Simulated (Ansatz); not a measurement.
# Mo2N monolayer: phonons and vibrational spectra

Wanted: vibrations and spectra of Mo2N monolayer; the cell is already relaxed. After the zone centre comes a 6×6×1 q mesh on a 18×18×1 k mesh.

Method: DFT LDA, scalar-relativistic, plane waves, PAW, in Ansatz 0.2.0.

## (1) The starting structure

The cell holds 3 atoms: 1 N and 2 Mo. Cell: a = 2.758 Å, b = 2.758 Å, c = 28.600 Å, α = 90.0°, β = 90.0°, γ = 120.0°. Vacuum lies along c.

As a file:

```
N Mo
1.0
     2.75785    0.00000    0.00000
    -1.37892    2.38837    0.00000
     0.00000    0.00000   28.60000
N Mo
1 2
Cartesian
  0.0000 0.0000 10.0000
  0.0000 1.5922 11.3712
  1.3789 0.7961 8.6288
```

## (2) Modes at Γ

The cell comes from relaxations at this level that are not shown. The zone centre comes first: it holds the modes that light can see, as far as symmetry allows. No field response is asked, since the mesh shows no gap.

File input.yaml:

```yaml
crystal:
  lattice:
    - [2.757847435, 0.0, 0.0]
    - [-1.3789237175, 2.3883659385, 0.0]
    - [0.0, 0.0, 28.6]
  atoms:
    - { symbol: "N", position: [0.0, 0.0, 0.3496503497] }
    - { symbol: Mo, position: [0.3333333333, 0.6666666667, 0.3975955887] }
    - { symbol: Mo, position: [0.6666666667, 0.3333333333, 0.3017051106] }
  periodic: [true, true, false]
kpoints:
  mp_grid: { grid: [18, 18, 1] }
hamiltonian:
  xc: lda
scf:
  occupations: { method: methfessel_paxton, width: 0.15 }
output:
  eigenvalues: true
phonons:
  method: dfpt
```

The run is started by

```bash
> ansatz run input.yaml --threads 8 --pin off --max-ram 14336MiB --backend cpu --events-out ev --progress --plain --runs-dir out
```

Numbers of over 12 decimals in the logs are rounded to 6 here.

The log of the run:

```text
Warning: crystal.symmetry: narrowed to the stabiliser of the run's FFT grids — unitary ops 12 → 6. A phonons.method: dfpt run fills in the rows of the dynamical matrix that it does not solve by its symmetry operations, which is exact only for operations that map its FFT grids onto themselves: filled in by any other, the frequencies could depend on the order in which like atoms are typed, or, by more than the grids' own error, on where the crystal sits among the grids' points. Excluded: 6 operations. The run can therefore solve more perturbations, solve them on more k-points, or both, and cost more. [rest of the remark cut]
Engine: ansatz 0.2.0, aarch64-unknown-linux-gnu
Pseudopotentials: kind: paw
Pseudopotential: N, paw, valence charge 5, recommended cutoff 420 eV (normal), N.paw.azcp
Pseudopotential: Mo, paw, valence charge 14, recommended cutoff 420 eV (normal), Mo.paw.azcp
Functional definition: SPW92
  exchange = slater_x
  correlation = pw_c
Crystal: 3 atoms, lattice volume = 188.381 Å³
Basis set: ecut = 420 eV, 3677 PW (Γ), exchange–correlation on 40×40×384 points (8 copies of the dense FFT grid, shifted against one another)
Bands: 21, of which v1, the nominal top of the filled ones, is band 17 counted from 1 (16 counted from 0)
Symmetry: 12 space group operations
k-points: 91 of 324 (irreducible under 2 space group operations, time reversal used)
Non-local potential: N, projectors of the file, l = 0: 2, l = 1: 2, l = 2: 1
Non-local potential: Mo, projectors of the file, l = 0: 3, l = 1: 2, l = 2: 2, l = 3: 1
PAW form: soft (Blöchl's): semilocal exchange-correlation on the pseudo side does not see the compensation charge
PAW frozen core: N, regenerated for the run's functional, and the local potential with it (the file was generated under x = pbe(κ = 0.804, μ = 0.219515), c = pbe(β = 0.066725))
PAW frozen core: Mo, regenerated for the run's functional, and the local potential with it (the file was generated under x = pbe(κ = 0.804, μ = 0.219515), c = pbe(β = 0.066725))
PAW one-centre angular grid: N, 110 points (default); XC on 64 Gauss nodes
PAW one-centre angular grid: Mo, 590 points (default); XC on 64 Gauss nodes
Initial density: superposition of atomic densities (neutral atoms: chi_scale 0, normalization atom), corrected by the library's trained network
Initial wavefunctions: pseudopotential atomic-orbital guess
Functional: x = slater, c = lda
SCF iter   1: F=—  HF=-10057.593510 eV  |F-HF|=—  |Δ(HF+E_count)|=         —  Δρ=8.54e-3  dr2=1.56e-1  ethr=1.77e-3  ⟨swp⟩=12.4  Hψ=15509  notcnv=0
preconditioner: auto → LDOS  [metal: Δε(μ)=0.063 eV  Ē_g=6.817 eV  σ=0.150 eV  W_gap=0.35  n_scr=18 (ndim 8)  ℏωp=11.2 eV  f_vac=0.745  D(μ)=2.60/eV (n_scr^D=14)  β→1.0]
SCF iter   2: F=—  HF=-10057.570561 eV  |F-HF|=—  |Δ(HF+E_count)|=   2.29e-2  S|Δr|=    0.00e0  Δρ=4.16e-3  dr2=2.16e-2  ethr=4.73e-4  ⟨swp⟩=3.4  Hψ=5022  notcnv=0  defer=4
SCF iter   3: F=—  HF=-10057.564440 eV  |F-HF|=—  |Δ(HF+E_count)|=   6.12e-3  S|Δr|=    0.00e0  Δρ=6.83e-4  dr2=1.15e-3  ethr=6.56e-5  ⟨swp⟩=3.7  Hψ=4241  notcnv=0  defer=4
SCF iter   4: F=—  HF=-10057.564255 eV  |F-HF|=—  |Δ(HF+E_count)|=   1.85e-4  S|Δr|=    0.00e0  Δρ=2.14e-4  dr2=3.32e-4  ethr=3.48e-6  ⟨swp⟩=3.3  Hψ=4284  notcnv=0  defer=4
SCF iter   5: F=—  HF=-10057.564210 eV  |F-HF|=—  |Δ(HF+E_count)|=   4.54e-5  S|Δr|=    0.00e0  Δρ=5.78e-5  dr2=1.32e-5  ethr=1.01e-6  ⟨swp⟩=3.9  Hψ=3979  notcnv=0  defer=4
SCF iter   6: F=—  HF=-10057.564207 eV  |F-HF|=—  |Δ(HF+E_count)|=   3.11e-6  S|Δr|=    0.00e0  Δρ=1.76e-5  dr2=1.15e-6  ethr=3.99e-8  ⟨swp⟩=3.9  Hψ=4489  notcnv=0  defer=4
SCF iter   7: F=—  HF=-10057.564359 eV  |F-HF|=—  |Δ(HF+E_count)|=   1.52e-4  S|Δr|=    0.00e0  Δρ=5.41e-6  dr2=5.23e-8  ethr=3.47e-9  ⟨swp⟩=3.7  Hψ=4306  notcnv=0  defer=4
SCF iter   8: F=—  HF=-10057.564359 eV  |F-HF|=—  |Δ(HF+E_count)|=   4.42e-8  S|Δr|=    0.00e0  Δρ=9.39e-7  dr2=1.29e-9  ethr=1.59e-10  ⟨swp⟩=3.8  Hψ=4508  notcnv=0  defer=4
SCF iter   9: F=—  HF=-10057.564359 eV  |F-HF|=—  |Δ(HF+E_count)|=   1.36e-8  S|Δr|=    0.00e0  Δρ=2.02e-7  dr2=7.23e-11  ethr=3.92e-12  ⟨swp⟩=4.1  Hψ=4770  notcnv=0  defer=4
SCF iter  10: F=-10057.564359 eV  HF=-10057.564359 eV  |F-HF|=2.73e-11  |Δ(HF+E_count)|=  3.33e-10  S|Δr|=    0.00e0  Δρ=5.79e-8  dr2=4.47e-12  ethr=1.00e-12  ⟨swp⟩=16.4  Hψ=16995  notcnv=0
SCF 1 converged in 10 iterations: F = -10057.564359 eV  dr2 = 4.47e-12
  greatest PAW one-centre occupation: 0.999 electrons in one spin orbital (limit 2), on the Mo atom at site 2 (counted from 0), in its partial waves of l = 0
DFPT response loops at Γ: preconditioner auto → none (partly filled bands, converged f_vac=0.742); β = 0.50; Broyden in place of MSR1
SCF converged after 10 iterations
Stability not checked: this state was not tested for a lower state beside it, because cold or Methfessel-Paxton smearing, or corrected tetrahedra, fill the levels in a way that the test cannot read (fill_not_monotonic; see scf.lower_state_search)
Free energy (F): -10057.564359 eV
Harris-Foulkes:  -10057.564359 eV  (|F-HF|=2.73e-11)
Internal energy: -10057.563677 eV  (E = F + TS)
E sigma→0 (E₀):  -10057.564189 eV
Entropy (-TS):   -0.000683 eV (-0.228 meV/atom)
Fermi energy:    -5.366019 eV
--- Per-component energies (eV) ---
  E_band       = -938.854352
  E_kinetic    = 1016.621290
  E_local      = -85568.259787  (includes V_loc(G=0)·N_el)
  E_nonlocal   = 343.849753
  E_hartree    = 42058.078935
  E_xc         = -423.255276
  E_vxc        = -531.957304  (∫ρ·V_xc dr)
  E_paw        = -6297.282828  (= ΣΔE_a)
  E_vpaw       = -315.266589  (= ΣTr[D̂ρ^β])
  E_aug_tail   = 0.000189  (compensation charges beyond the density's cutoff)
  E_ewald      = 38811.658371
  E_core_change = 1.025676  (= ΣΔE_core)
  E_smearing   = -0.000683  (= −TS)
  E_closure    = 0.000000  (closes the sum)
  Σ components = -10057.564359   (vs F -10057.564359, Δ=0.00e0)
--- Band table (eV; the first three rows and the last of 91) ---
  k-point 0: bands = [... 13 lower, -6.6899, -6.6899, -6.4672, -6.3908, -5.7839, -4.9249, -4.9249, -4.4290]
  k-point 1: bands = [... 13 lower, -6.9818, -6.5822, -6.4103, -6.3947, -5.8468, -5.0400, -5.0208, -4.3021]
  k-point 2: bands = [... 13 lower, -7.4760, -6.6668, -6.3309, -6.2640, -5.7642, -5.1149, -5.1144, -4.1089]
  k-point 90: bands = [... 13 lower, -7.3480, -6.9510, -6.5795, -5.3088, -4.0877, -3.6892, -2.4845, -2.2970]
--- Phonons (Γ-DFPT): 6 representative perturbations + reference, on 91 of 324 k-points (Σ response iterations 34) ---
  ASR residual: 3.114e-5 → 0.000e0 eV/Å²; symmetrization residual: 9.110e-6 eV/Å²
  The last average, over the group as it would stand without the narrowing to the FFT grids, took up to 5.276e-7 eV/Å² of the zone centre's force constants
  ASR residual per site (eV/Å²): 3.11e-5 5.85e-6 6.91e-6
  Γ frequencies (cm⁻¹): 0.00 0.00 0.00 133.64 133.64 191.05 289.79 289.79 638.78
  non-analytic LO–TO correction: not included (Born effective charges unavailable; polar crystals: no LO–TO splitting at Γ)
```

It took 41 s on 8 threads of Arm Neoverse V2, shared host; peak memory 1.3 GiB; 4.9 min of CPU time.

The column dr2 measures how far the density is from self-consistency, as an energy; F and HF (Harris–Foulkes) agree once it is small.

Numbers from this step:

- gap on the k-mesh: 0 eV
- sum-rule residual before enforcement: 3.11e-5 eV/Å²
- point group: -3m
- area per atom: 2.196 Å²
- highest optical mode at the zone centre (no LO-TO term): 638.8 cm⁻¹
- lowest optical zone-centre mode: 133.6 cm⁻¹

Patterns of degenerate modes are one choice out of their space. The modes at Γ (shares of kinetic energy by element, %):

| mode | frequency (cm⁻¹) | symmetry | N % | Mo % |
| --- | --- | --- | --- | --- |
| 1 | 0.0 | acoustic | 7 | 93 |
| 2 | 0.0 | acoustic | 7 | 93 |
| 3 | 0.0 | acoustic | 7 | 93 |
| 4 | 133.6 | Eg | 0 | 100 |
| 5 | 133.6 | Eg | 0 | 100 |
| 6 | 191.1 | A1g | 0 | 100 |
| 7 | 289.8 | Eu | 93 | 7 |
| 8 | 289.8 | Eu | 93 | 7 |
| 9 | 638.8 | A2u | 93 | 7 |

Displacements in mode 4 (133.6 cm⁻¹), the largest set to 1:
```
N1   0.00  0.00  0.00
Mo2 -1.00 -0.95  0.00
Mo3  1.00  0.95  0.00
```

Displacements in mode 9 (638.8 cm⁻¹), the largest set to 1:
```
N1   0.00  0.00  1.00
Mo2  0.00  0.00 -0.07
Mo3  0.00  0.00 -0.07
```

Before it was imposed, the acoustic sum rule was missed by 3.1e-5 eV/Å². Small misses are needed for a sound result but don't prove that mesh and cutoff are converged. The lowest optical mode is real, 134 cm⁻¹.

## (3) Response at finite wavevector

Stability and thermal properties need the whole zone. Linear response on a 6×6×1 q mesh gives force constants as far as a supercell of that size would.

input.yaml: that of step 2 with these lines changed.

```diff
@@ -20 +20,10 @@
   method: dfpt
+  qmesh: [6, 6, 1]
+  temperatures: { t_max: 1000, t_step: 50 }
+  qpath:
+    path:
+      - [0.0, 0.0, 0.0]
+      - [0.5, 0.0, 0.0]
+      - [0.33333333, 0.33333333, 0.0]
+      - [0.0, 0.0, 0.0]
+    npoints: 10
```

The log of the run:

```text
[...]
Crystal: 3 atoms, lattice volume = 188.381 Å³
Basis set: ecut = 420 eV, 3677 PW (Γ), exchange–correlation on 40×40×384 points (8 copies of the dense FFT grid, shifted against one another)
Bands: 21, of which v1, the nominal top of the filled ones, is band 17 counted from 1 (16 counted from 0)
Symmetry: 12 space group operations
k-points: 37 of 324 (irreducible under 6 space group operations, time reversal used)
[...]
SCF iter   1: F=—  HF=-10057.593403 eV  |F-HF|=—  |Δ(HF+E_count)|=         —  Δρ=8.54e-3  dr2=1.56e-1  ethr=1.77e-3  ⟨swp⟩=12.5  Hψ=6293  notcnv=0
[...]
SCF iter  10: F=-10057.564359 eV  HF=-10057.564359 eV  |F-HF|=5.82e-11  |Δ(HF+E_count)|=  5.73e-10  S|Δr|=    0.00e0  Δρ=5.83e-8  dr2=8.39e-12  ethr=1.00e-12  ⟨swp⟩=15.2  Hψ=7736  notcnv=0
SCF 1 converged in 10 iterations: F = -10057.564359 eV  dr2 = 8.39e-12
[...]
phonons: the bands overlap, so this run is a metal and interpolates without the dipole-dipole term. If the crystal is really an insulator or semiconductor, its LO-TO splitting is missing
NSCF: frozen V_eff on 37 k-points
[...]
DFPT response loops at q = (0, 0, 0) (fractional): preconditioner auto → none (partly filled bands, converged f_vac=0.742); β = 0.50; Broyden in place of MSR1
[...]
SCF converged after 10 iterations
[...]
Free energy (F): -10057.564359 eV
[...]
Internal energy: -10057.563677 eV  (E = F + TS)
E sigma→0 (E₀):  -10057.564189 eV
Entropy (-TS):   -0.000683 eV (-0.228 meV/atom)
Fermi energy:    -5.366017 eV
[...]
--- Band table (eV; the first three rows and the last of 37) ---
  k-point 0: bands = [... 13 lower, -6.6899, -6.6899, -6.4672, -6.3908, -5.7839, -4.9249, -4.9249, -4.4290]
  k-point 1: bands = [... 13 lower, -6.9818, -6.5822, -6.4103, -6.3947, -5.8468, -5.0400, -5.0208, -4.3021]
  k-point 2: bands = [... 13 lower, -7.4760, -6.6668, -6.3309, -6.2640, -5.7642, -5.1149, -5.1144, -4.1089]
  k-point 36: bands = [... 13 lower, -7.0109, -7.0109, -6.7174, -4.5832, -4.5832, -3.4480, -3.4480, -2.3339]
--- Phonons (Γ-DFPT): 6 representative perturbations + reference (Σ response iterations 32) ---
  ASR residual: 1.187e-4 → 0.000e0 eV/Å²; symmetrization residual: 2.710e-6 eV/Å²
[...]
ASR residual per site (eV/Å²): 4.74e-5 1.19e-4 1.18e-4
  Γ frequencies (cm⁻¹): 0.00 0.00 0.00 133.64 133.64 191.05 289.79 289.79 638.77
--- Phonons (arbitrary-q DFPT): 7 irreducible q on the 6×6×1 mesh ---
  q = [0.0000, 0.0000, 0.0000] (star 1, of the zone-centre solve; hermiticity 2.77e-7, symmetrization 9.21e-14, taken by the last average 1.43e-8): -0.00 -0.00 0.00 133.64 133.64 191.05 289.79 289.79 638.77
  q = [0.0000, 0.1667, 0.0000] (star 6, 9 solved perturbations on 171 of 324 k-point pairs; hermiticity 7.51e-7, symmetrization 8.33e-11, taken by the last average 1.56e-7): 45.60 72.32 93.46 124.62 155.75 195.79 314.40 382.43 618.81
[...]
q = [0.1667, 0.1667, 0.0000] (star 6, 6 solved perturbations in 1485 linear systems a pass and spin channel, the states on 324 of 324 k-point pairs; hermiticity 4.29e-7, symmetrization 1.49e-10, taken by the last average 6.49e-8): 63.54 84.38 129.42 132.80 197.76 228.78 339.16 476.31 601.75
[...]
sum rule: each row above includes the acoustic sum rule's correction from the zone centre's row sums; it moved no ω² by more than (0.96 cm⁻¹)²
  mesh force constants: q→R imaginary residual 3.76e-18; ASR residual 1.187e-4 → 0.000e0 eV/Å²; symmetrization residual 5.329e-15 eV/Å²
  interpolated dispersion: 31 rows × 9 modes
  density of states and harmonic sums: on the 30×30×1 q-mesh, interpolated from the force constants of a 6×6×1 supercell (no non-analytic term)
  largest difference from the sums on the solved wave vectors: F 2.16e-2 eV, S 2.56e-5 and C_V 4.02e-6 eV/K
  zero-point energy: 0.146229 eV/cell   skipped modes (ω ≤ 0): 20, of them read as no rigid motion or as one in doubt: 17 (2.000e-1 modes/cell left out, lowest -38.29 cm⁻¹)   left out of the sums: 2.26e-2 of the cell's modes: C_V's classical limit lies that fraction below 3 k_B per atom; for a crystal, a wire or a layer, F and S can be off by more, and a phonons.interpolated_qmesh denser along its periods is the remedy for the sampling
```

Run time: 8.4 min. Hardware: 8 threads; peak memory 2.7 GiB.

Numbers from this step:

```yaml
sum_rule_residual_before_enforcement: 1.19e-4 eV/Å²
lowest_frequency_on_the_path: -38.29 cm⁻¹
highest_frequency_on_the_path_or_at_a_solved_wavevector: 638.8 cm⁻¹
lowest_mode_on_the_q_mesh_acoustic_modes_at_gamma_apart: -8.76 cm⁻¹
```

Frequencies (cm⁻¹) solved at each irreducible wavevector; negative means imaginary. Frequencies by wavevector, by row:

| q in reciprocal lattice units | star | mode 1 | mode 2 | mode 3 | mode 4 | mode 5 | mode 6 | mode 7 | mode 8 | mode 9 |
| --- | --- | --- | --- | --- | --- | --- | --- | --- | --- | --- |
| 0 0 0 | 1 | 0 | 0 | 0 | 133.6 | 133.6 | 191.1 | 289.8 | 289.8 | 638.8 |
| 0 0.1667 0 | 6 | 45.6 | 72.3 | 93.5 | 124.6 | 155.8 | 195.8 | 314.4 | 382.4 | 618.8 |
| 0 0.3333 0 | 6 | -8.8 | 121.9 | 155.4 | 158.8 | 193.7 | 238.3 | 352 | 528.9 | 591.8 |
| 0 -0.5 0 | 3 | 66.6 | 146.9 | 173 | 205 | 206.1 | 256.7 | 381.6 | 525.4 | 614.5 |
| 0.1667 0.1667 0 | 6 | 63.5 | 84.4 | 129.4 | 132.8 | 197.8 | 228.8 | 339.2 | 476.3 | 601.8 |
| 0.1667 0.3333 0 | 12 | 32.2 | 136.8 | 180.3 | 188.5 | 219.2 | 250 | 413.3 | 535 | 588.4 |
| 0.3333 0.3333 0 | 2 | 109 | 109 | 199.7 | 204.9 | 204.9 | 260.4 | 521.9 | 521.9 | 560 |

[end of part 1 of 2]

[Logs are printed without paths, hosts, clocks, repeated set-up lines and the standing remarks that a program may print on its own settings, such as how far it seeks lower states.]

[Hosts, paths, dates, database ids (printed as entryN), source tags and the programs' standing remarks are cut or masked in the printed files.]
